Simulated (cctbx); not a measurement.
## X-rays or neutrons for the lightest atoms?

Cell a = 6.2290 Å, b = 5.5600 Å, c = 6.5290 Å, α = 90.00°, β = 90.00°, γ = 90.00°; space group Pnma (no. 62); content Hf4 Lu4 B8. The heavier atoms are placed; B is still missing.

Simulated single-crystal data (cctbx): Cu Kα, λ = 1.54184 Å, to d = 0.83 Å, 95 % of the full sphere, strongest reflection 40000 counts, noise from counting, a 1.5 % proportional error and a noise floor of 15 counts (s.d.); no absorption.

Refinement without B (map in e/Å³):

```text
Rint 0.018, 229 unique reflections to 0.83 A
cycle     R1     wR2    GooF  max shift (A)
   1  0.1220  0.2662  19.053   0.02985
   2  0.0411  0.0935   6.691   0.00000
final R1 0.0411 wR2 0.0935 GooF 6.691  parameters 6  data/parameter 38.2
atom        x        y        z      Ueq    occ   su(xyz)  su(Uiso or U11)
Hf1    0.81011  0.75000  0.31815   0.0048  1.000  0.00022  0.0005
Lu1    0.97732  0.75000  0.83476   0.0068  1.000  0.00024  0.0005
difference map: max 9.08 min -1.14 rms 0.75
Q1    0.1561  0.5945  0.4575    8    9.50  2.22 A from Hf1
Q2    0.1233  0.2500  0.6354    4    1.95  0.51 A from Hf1
Q3    0.2329  0.2500  0.7379    4    1.77  0.45 A from Hf1
Q4    0.0269  0.2500  0.1113    4    1.64  0.35 A from Lu1
Q5    0.2345  0.2500  0.9022    4    1.08  1.47 A from Hf1
Q6    0.1496  0.7500  0.5784    4    1.04  1.99 A from Lu1
Q7    0.1730  0.0961  0.5424    8    0.76  1.25 A from Hf1
Q8    0.1158  0.2500  0.4600    4    0.75  1.52 A from Hf1
```

Simulated single-crystal data (cctbx): neutrons of λ = 0.95 Å, to d = 0.7 Å, 95 % of the full sphere, strongest reflection 5000 counts, noise from counting, a 1.5 % proportional error and a noise floor of 15 counts (s.d.); no absorption.

Refinement without B (map in fm/Å³; only maxima are listed):

```text
Rint 0.047, 377 unique reflections to 0.70 A
cycle     R1     wR2    GooF  max shift (A)
   1  0.4518  0.7325  26.493   0.01711
   2  0.4096  0.6805  24.612   0.00020
final R1 0.4096 wR2 0.6805 GooF 24.612  parameters 6  data/parameter 62.8
atom        x        y        z      Ueq    occ   su(xyz)  su(Uiso or U11)
Hf1    0.80852  0.75000  0.31608   0.0020  1.000  0.00183  0.0027
Lu1    0.97701  0.75000  0.83688   0.0034  1.000  0.00189  0.0029
difference map: max 33.61 min -8.21 rms 2.79
Q1    0.1532  0.5946  0.4604    8   35.62  2.22 A from Hf1
Q2    0.1773  0.2500  0.6851    4   17.44  0.09 A from Hf1
Q3    0.0190  0.2500  0.1516    4   13.09  0.08 A from Lu1
Q4    0.1322  0.7500  0.0413    4   10.68  1.44 A from Hf1
Q5    0.0504  0.7500  0.4620    4    9.63  1.78 A from Hf1
Q6    0.2144  0.2500  0.4055    4    8.13  1.82 A from Hf1
Q7    0.0390  0.5987  0.9461    8    7.97  1.17 A from Lu1
Q8    0.1340  0.2500  0.8402    4    5.71  1.08 A from Hf1
```

**Question.** Where is B, and which data fix it better?

B sits at (0.3440, 0.4050, 0.9571). Adding it takes R1 from 0.041 to 0.009 with X-rays and from 0.410 to 0.024 with neutrons. Its largest coordinate s.u. is 0.00095 with X-rays and 0.00013 with neutrons, so neutrons fix it better in these data. In the X-ray map Q1 marks it. In the neutron map Q1 marks it.

Final neutron refinement:

```text
Rint 0.047, 377 unique reflections to 0.70 A
cycle     R1     wR2    GooF  max shift (A)
   1  0.1612  0.3043  11.067   0.03916
   2  0.0240  0.0419   1.523   0.00001
final R1 0.0240 wR2 0.0419 GooF 1.523  parameters 10  data/parameter 37.7
atom        x        y        z      Ueq    occ   su(xyz)  su(Uiso or U11)
Hf1    0.81017  0.75000  0.31814   0.0053  1.000  0.00009  0.0001
Lu1    0.97754  0.75000  0.83484   0.0075  1.000  0.00010  0.0001
B1     0.34409  0.40471  0.95712   0.0150  1.000  0.00013  0.0001
difference map: max 0.73 min -1.22 rms 0.18
Q1    0.1694  0.5425  0.4212    8    0.76  0.38 A from B1
Q2    0.1159  0.6669  0.4936    8    0.67  0.53 A from B1
Q3    0.1146  0.2500  0.6637    4    0.64  0.48 A from Hf1
Q4    0.2198  0.6025  0.4920    8    0.63  0.46 A from B1
Q5    0.1443  0.7500  0.4190    4    0.60  0.90 A from B1
Q6    0.2367  0.2500  0.7536    4    0.59  0.55 A from Hf1
```

The model is made up (kin elements in a known structure type, no relaxation), so it says nothing on whether the phase exists.

[Middle refinement cycles are left out of these outputs.]

[Logs are printed without paths, hosts, clocks, repeated set-up lines and the standing remarks that a program may print on its own settings, such as how far it seeks lower states.]
